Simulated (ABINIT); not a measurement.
# A GW chain in ABINIT: BaTiO3 (P4mm), part 3 of 3

Aim: the G0W0 gap of BaTiO3 (P4mm) on PBE, step by step.

ABINIT 10.8.3; PBE and many-body steps on it, plane waves. Known limits of the many-body steps: not at the basis limit; no spin-orbit coupling; coarse k mesh.

So far. Step 3 (Bands along the symmetry lines): The gap is 1.851 eV, as in the run before at this level. Step 4 (Empty states on the mesh, 2×2×2 mesh, 132 bands): On this mesh the gap is 1.851 eV.

**5. Screening, 2×2×2 mesh, 120 bands, screening to 106.1 eV**

The RPA dielectric matrix is built and inverted for each q.

This step: RPA screening on PBE, plane waves, norm-conserving pseudopotentials.

run.abi

```
acell 3*1.0 Angstrom
rprim 
  3.990480000000 0.000000000000 0.000000000000
  0.000000000000 3.990480000000 0.000000000000
  0.000000000000 0.000000000000 4.023030000000
ntypat 3
znucl 56 22 8
natom 5
typat 1 2 3 3 3
xred 
  0.000000000000 0.000000000000 0.000000000000
  0.500000000000 0.500000000000 0.522000000000
  0.500000000000 0.500000000000 0.979000000000
  0.500000000000 0.000000000000 0.488000000000
  0.000000000000 0.500000000000 0.488000000000
pp_dirpath "pseudos"
pseudos "Ba.upf, Ti.upf, O.upf"
ecut 38
ngkpt 2 2 2
nshiftk 1
shiftk 0 0 0
kptopt 1
chksymbreak 0
istwfk *1
occopt 1
irdwfk 1
optdriver 3
nband 120
ecuteps 3.9
inclvkb 2
awtr 1
symchi 1
indata_prefix "in"
outdata_prefix "out"
tmpdata_prefix "tmp"
```

Launch:

```console
$ OMP_NUM_THREADS=1 mpirun -n 8 abinit run.abi > log
```

Numbers of over 12 decimals in the logs are rounded to 6 here.

The log of the run:

```text
.Version 10.8.3 of ABINIT. v10.8.2 released Aug 2026.

 Symmetries : space group P4 m m (# 99); Bravais tP (primitive tetrag.)
[... echo of the input left out ...]
== DATASET  1 ==================================================================
-   mpi_nproc: 8, omp_nthreads: 1 (-1 if OMP is not activated)

--- !DatasetInfo
iteration_state: {dtset: 1, }
dimensions: {natom: 5, nkpt: 6, mband: 120, nsppol: 1, nspinor: 1, nspden: 1, mpw: 4868, }
cutoff_energies: {ecut:  38.0, pawecutdg:  -1.0, }
electrons: {nelect:   4.00000000E+01, charge:   0.00000000E+00, occopt:   1.00000000E+00, tsmear:   1.00000000E-02, }

 SCREENING: Calculation of the susceptibility and dielectric matrices

 Based on a program developped by R.W. Godby, V. Olevano, G. Onida, and L. Reining.
 Incorporated in ABINIT by V. Olevano, G.-M. Rignanese, and M. Torrent.
.Using double precision arithmetic ; gwpc =  8

[... cell and pseudopotentials left out ...]
--------------------------------------------------------------------------------

 ==== K-mesh for the wavefunctions ====
 Number of points in the irreducible wedge :     6
[... list of points left out ...]
 Together with  8 symmetry operations and time-reversal symmetry
 yields     8 points in the full Brillouin Zone.

 ==== Q-mesh for the screening function ====
 Number of points in the irreducible wedge :     6
[... list of points left out ...]
 Together with  8 symmetry operations and time-reversal symmetry
 yields     8 points in the full Brillouin Zone.

 setmesh: FFT mesh size selected  =    27x   27x   27
          total number of points  =        19683

 vcoul_init : cutoff-mode = AUXILIARY_FUNCTION
 q-points for optical limit:   1
     1)      0.000010    0.000020    0.000030

- screening: taking advantage of time-reversal symmetry
- Maximum band index for partially occupied states nbvw = 20
- Remaining bands to be divided among processors   nbcw = 100
- Number of bands treated by each node ~12

 Number of electrons calculated from density =   40.0000; Expected =   40.0000
 average of density, n =  0.092525
 r_s =    1.3716
 omega_plasma =   29.3417 [eV]

 calculating chi0 at frequencies [eV] :
  1    0.000000E+00    0.000000E+00
  2    0.000000E+00    2.934172E+01

--------------------------------------------------------------------------------
  q-point number  1        q = ( 0.000000, 0.000000, 0.000000) [r.l.u.]
--------------------------------------------------------------------------------
[... chi0 elements left out ...]
 For q-point:  0.000010 0.000020 0.000030
  dielectric constant =   7.5707
  dielectric constant without local fields =   8.4748

  Average fulfillment of the sum rule on Im[epsilon] for q-point    1 :     65.25  [%]
[... wings left out ...]
  q-point number  2        q = ( 0.500000, 0.000000, 0.000000) [r.l.u.]
--------------------------------------------------------------------------------
[... chi0 elements left out ...]
  Average fulfillment of the sum rule on Im[epsilon] for q-point    2 :     72.17  [%]

 [... 4 further q-points ...]
```

It took 9.8 s on 8 MPI ranks of Arm Neoverse V2, shared host; peak memory 1.3 GiB; 78 s of CPU time.

This step gave:

```yaml
eps_infinity_with_local_fields_on_this_mesh_along_the_program_s_q_direction: 7.571
the_same_without_local_fields: 8.475
plasma_frequency: 29.34 eV
plane_waves_in_the_screening_matrix: 171
```

Local fields lower ε∞ by 11 %. On a Γ-centred mesh this coarse the value itself is usually too large, while a short band sum pulls it down.

**6. Self-energy, 2×2×2 mesh, 120 bands, screening to 106.1 eV**

The self-energy is evaluated for the states that the input lists, and the levels follow from it, in one-shot runs by the linearised quasiparticle equation.

This step: G0W0 on PBE, plane waves, norm-conserving pseudopotentials.

Edit run.abi of step 5 so:

```diff
@@ -26,8 +26,25 @@
 irdwfk 1
-optdriver 3
+optdriver 4
 nband 120
+gwcalctyp 0
+ecutsigx 38
+symsigma 1
+nkptgw 6
+kptgw 
+  0.0000000000 0.0000000000 0.0000000000
+  0.5000000000 0.0000000000 0.0000000000
+  0.5000000000 0.5000000000 0.0000000000
+  0.0000000000 0.0000000000 0.5000000000
+  0.5000000000 0.0000000000 0.5000000000
+  0.5000000000 0.5000000000 0.5000000000
+bdgw 
+  12 24
+  12 24
+  12 24
+  12 24
+  12 24
+  12 24
 ecuteps 3.9
-inclvkb 2
-awtr 1
-symchi 1
+irdscr 1
+ppmodel 1
 indata_prefix "in"
```

The log of the run:

```text
.Version 10.8.3 of ABINIT. v10.8.2 released Aug 2026.

 Symmetries : space group P4 m m (# 99); Bravais tP (primitive tetrag.)
[... echo of the input left out ...]
== DATASET  1 ==================================================================
-   mpi_nproc: 8, omp_nthreads: 1 (-1 if OMP is not activated)

--- !DatasetInfo
iteration_state: {dtset: 1, }
dimensions: {natom: 5, nkpt: 6, mband: 120, nsppol: 1, nspinor: 1, nspden: 1, mpw: 4868, }
cutoff_energies: {ecut:  38.0, pawecutdg:  -1.0, }
electrons: {nelect:   4.00000000E+01, charge:   0.00000000E+00, occopt:   1.00000000E+00, tsmear:   1.00000000E-02, }

 SIGMA: Calculation of the GW corrections

 Based on a program developped by R.W. Godby, V. Olevano, G. Onida, and L. Reining.
 Incorporated in ABINIT by V. Olevano, G.-M. Rignanese, and M. Torrent.
.Using double precision arithmetic ; gwpc =  8

[... cell and pseudopotentials left out ...]
--------------------------------------------------------------------------------

 ==== K-mesh for the wavefunctions ====
 Number of points in the irreducible wedge :     6
[... list of points left out ...]
 Together with  8 symmetry operations and time-reversal symmetry
 yields     8 points in the full Brillouin Zone.

 ==== Q-mesh for screening function ====
 Number of points in the irreducible wedge :     6
[... list of points left out ...]
 Together with  8 symmetry operations and time-reversal symmetry
 yields     8 points in the full Brillouin Zone.

 vcoul_init : cutoff-mode = AUXILIARY_FUNCTION
 q-points for optical limit:   1
     1)      0.000010    0.000020    0.000030
 setmesh: FFT mesh size selected  =    45x   45x   45
          total number of points  =        91125

 Number of electrons calculated from density =   40.0000; Expected =   40.0000
 average of density, n =  0.092525
 r_s =    1.3716
 omega_plasma =   29.3417 [eV]

 === KS Band Gaps ===
  >>>> For spin  1
   Minimum direct gap =   2.2217 [eV], located at k-point      :   0.0000  0.0000  0.0000
   Fundamental gap    =   1.8512 [eV], Top of valence bands at :   0.5000  0.5000  0.5000
                                       Bottom of conduction at :   0.0000  0.0000  0.0000
 SIGMA fundamental parameters:
 PLASMON POLE MODEL  1
 number of plane-waves for SigmaX                 4865
 number of plane-waves for SigmaC and W            171
 number of plane-waves for wavefunctions          4865
 number of bands                                   120
 number of independent spin polarizations            1
 number of spinorial components                      1
 number of k-points in IBZ                           6
 number of q-points in IBZ                           6
 number of symmetry operations                       8
 number of k-points in BZ                            8
 number of q-points in BZ                            8
 number of frequencies for dSigma/dE                 9
 frequency step for dSigma/dE [eV]                0.25
 number of omega for Sigma on real axis              0
 max omega for Sigma on real axis  [eV]           0.00
 zcut for avoiding poles [eV]                     0.10

 EPSILON^-1 parameters (SCR file):
 dimension of the eps^-1 matrix on file            171
 dimension of the eps^-1 matrix used               171
 number of plane-waves for wavefunctions          4865
 number of bands                                   120
 number of q-points in IBZ                           6
 number of frequencies                               2
 number of real frequencies                          1
 number of imag frequencies                          1

 matrix elements of self-energy operator (all in [eV])

 Perturbative Calculation

--- !SelfEnergy_ee
iteration_state: {dtset: 1, }
kpoint     : [   0.000,    0.000,    0.000, ]
spin       : 1
KS_gap     :    2.222
QP_gap     :    3.752
Delta_QP_KS:    1.530
data: !SigmaeeData |
     Band     E0 <VxcDFT>   SigX SigC(E0)      Z dSigC/dE  Sig(E)    E-E0       E
       12   4.345 -18.835 -24.140   5.083   0.779  -0.283 -19.008  -0.173   4.172
       13   4.372 -18.641 -23.881   5.037   0.771  -0.297 -18.798  -0.157   4.215
       14   4.372 -18.641 -23.881   5.037   0.771  -0.297 -18.798  -0.157   4.215
       15   5.312 -18.826 -23.704   4.902   0.756  -0.324 -18.808   0.018   5.330
       16   5.312 -18.826 -23.704   4.902   0.756  -0.324 -18.808   0.018   5.330
       17   5.537 -18.785 -23.854   5.114   0.770  -0.300 -18.751   0.034   5.571
       18   6.271 -20.246 -24.861   4.855   0.768  -0.302 -20.061   0.184   6.455
       19   6.347 -20.046 -24.594   4.780   0.770  -0.299 -19.867   0.179   6.527
       20   6.347 -20.046 -24.594   4.780   0.770  -0.299 -19.867   0.179   6.527
       21   8.569 -18.719 -10.916  -5.623   0.784  -0.275 -17.009   1.710  10.279
[...]
--- !SelfEnergy_ee
iteration_state: {dtset: 1, }
kpoint     : [   0.500,    0.000,    0.000, ]
spin       : 1
KS_gap     :    3.310
QP_gap     :    5.004
Delta_QP_KS:    1.694
data: !SigmaeeData |
     Band     E0 <VxcDFT>   SigX SigC(E0)      Z dSigC/dE  Sig(E)    E-E0       E
[...]
--- !SelfEnergy_ee
iteration_state: {dtset: 1, }
kpoint     : [   0.500,    0.500,    0.000, ]
spin       : 1
KS_gap     :    3.735
QP_gap     :    5.485
Delta_QP_KS:    1.750
data: !SigmaeeData |
     Band     E0 <VxcDFT>   SigX SigC(E0)      Z dSigC/dE  Sig(E)    E-E0       E
[...]
--- !SelfEnergy_ee
iteration_state: {dtset: 1, }
kpoint     : [   0.000,    0.000,    0.500, ]
spin       : 1
KS_gap     :    2.712
QP_gap     :    4.386
Delta_QP_KS:    1.674
data: !SigmaeeData |
     Band     E0 <VxcDFT>   SigX SigC(E0)      Z dSigC/dE  Sig(E)    E-E0       E
[...]
--- !SelfEnergy_ee
iteration_state: {dtset: 1, }
kpoint     : [   0.500,    0.000,    0.500, ]
spin       : 1
KS_gap     :    3.851
QP_gap     :    5.582
Delta_QP_KS:    1.731
data: !SigmaeeData |
     Band     E0 <VxcDFT>   SigX SigC(E0)      Z dSigC/dE  Sig(E)    E-E0       E
[...]
--- !SelfEnergy_ee
iteration_state: {dtset: 1, }
kpoint     : [   0.500,    0.500,    0.500, ]
spin       : 1
KS_gap     :    4.248
QP_gap     :    5.964
Delta_QP_KS:    1.717
data: !SigmaeeData |
     Band     E0 <VxcDFT>   SigX SigC(E0)      Z dSigC/dE  Sig(E)    E-E0       E
[...]
20   6.718 -20.048 -24.855   5.102   0.765  -0.306 -19.822   0.226   6.944
       21  10.965 -21.814 -13.031  -6.132   0.733  -0.364 -19.871   1.943  12.908
       22  10.977 -21.832 -13.234  -5.885   0.741  -0.350 -19.822   2.009  12.986
       23  10.977 -21.832 -13.234  -5.885   0.741  -0.350 -19.822   2.009  12.986
       24  13.190 -13.524  -7.919  -4.412   0.826  -0.210 -12.538   0.986  14.176

 New Fermi energy :        3.164639E-01 Ha ,    8.611420E+00 eV

 === QP Band Gaps ===
  >>>> For spin  1
   Minimum direct gap =   3.7522 [eV], located at k-point      :   0.0000  0.0000  0.0000
   Fundamental gap    =   3.3349 [eV], Top of valence bands at :   0.5000  0.5000  0.5000
                                       Bottom of conduction at :   0.0000  0.0000  0.0000

== END DATASET(S) ==============================================================
================================================================================

 -outvars: echo values of variables after computation  --------
           etotal      0.0000000000E+00
            nband         120
             nkpt           6
          spgroup          99
 [... the other variables as echoed above ...]

 Calculation completed.
```

Wall time 15 s (8 MPI ranks); peak memory 1.4 GiB; 2 min of CPU time.

Numbers from this step:

```yaml
g0w0_gap_on_the_mesh: 3.335 eV
starting_gap_on_the_mesh: 1.851 eV
k_of_the_valence_top: 0.5, 0.5, 0.5
k_of_the_conduction_bottom: 0, 0, 0
z_at_the_valence_top: 0.765
z_at_the_conduction_bottom: 0.784
least_direct_g0w0_gap_on_the_computed_points: 3.752 eV
```

The gap on the mesh goes from 1.85 eV to 3.33 eV, a correction of +1.48 eV.

Limits: finite bands, cutoff and mesh; no spin-orbit coupling; coarse k mesh. v1 is the top filled band, c1 the lowest empty one. The levels before and after the correction (eV, zero at the valence-band top of each column):

```
           conduction bottom  valence top
Kohn-Sham               1.85         0.00
     G0W0               3.33         0.00
```

```
                         level  energy (eV)
Kohn-Sham                 Γ v3       -0.447
Kohn-Sham              Γ v2-v1       -0.371
Kohn-Sham                 Γ c1        1.851
Kohn-Sham              Γ c2-c3        2.219
Kohn-Sham  (0.5 0.5 0.5) v3-v2       -0.176
Kohn-Sham     (0.5 0.5 0.5) v1        0.000
Kohn-Sham     (0.5 0.5 0.5) c1        4.247
Kohn-Sham  (0.5 0.5 0.5) c2-c3        4.259
     G0W0                 Γ v3       -0.489
     G0W0              Γ v2-v1       -0.417
     G0W0                 Γ c1        3.335
     G0W0              Γ c2-c3        3.714
     G0W0  (0.5 0.5 0.5) v3-v2       -0.195
     G0W0     (0.5 0.5 0.5) v1        0.000
     G0W0     (0.5 0.5 0.5) c1        5.964
     G0W0  (0.5 0.5 0.5) c2-c3        6.042
```

**7. Where the time went**

Times are wall times on the hardware named with each run, good to a factor of about two.

```
                          step   time  share  memory (GiB)
                  ground state   36 s   33 %          0.68
bands along the symmetry lines   28 s   25 %          0.68
      empty states on the mesh   22 s   20 %          0.49
                     screening  9.8 s    9 %           1.3
                   self-energy   15 s   13 %           1.4
```

**8. Results**

```
PBE gap              : 1.85 eV, indirect
G0W0 gap on the mesh : 3.33 eV
GW settings          : 2×2×2 mesh, 120 bands, screening to 106.1 eV, Godby-Needs plasmon pole
known limits         : not at the basis limit; no spin-orbit coupling; coarse k mesh
```

G0W0 moves the gap on the mesh from 1.85 eV to 3.33 eV (+1.48 eV), with Z of 0.77 and 0.78 at the edges. Local fields lower the RPA ε∞ on this mesh from 8.47 to 7.57; a Γ-centred mesh this coarse tends to raise both, most where the direct gap is narrow, while a short band sum lowers them. Bands and cutoff are finite, so the gap is not at the basis limit. The miss can reach some tenths of an eV and take either sign; the mesh is an error of its own. The 2×2×2 mesh is coarse for this cell, which bears on the long-range parts of exchange and screening. The many-body steps are scalar-relativistic: spin-orbit coupling is not in them.

[Paths, hosts, dates, memory and timing lines, banners, echoed tables and standing remarks are left out of the program output.]

[Logs are printed without paths, hosts, clocks, repeated set-up lines and the standing remarks that a program may print on its own settings, such as how far it seeks lower states.]

[Runs of the session that timed out or met a known fault of the program may be left out.]

[Hosts, paths, dates, database ids (printed as entryN), source tags and the programs' standing remarks are cut or masked in the printed files.]

[G0W0 gaps are taken among the corrected bands and points alone; a level outside them can change the order at an edge.]

[Where Ansatz stands beside ABINIT at settings called matched, ABINIT's density can come from a denser mesh and the files from another edition; pairs whose starting gaps differed by over 0.03 eV were left out, so agreement reads better than it is.]
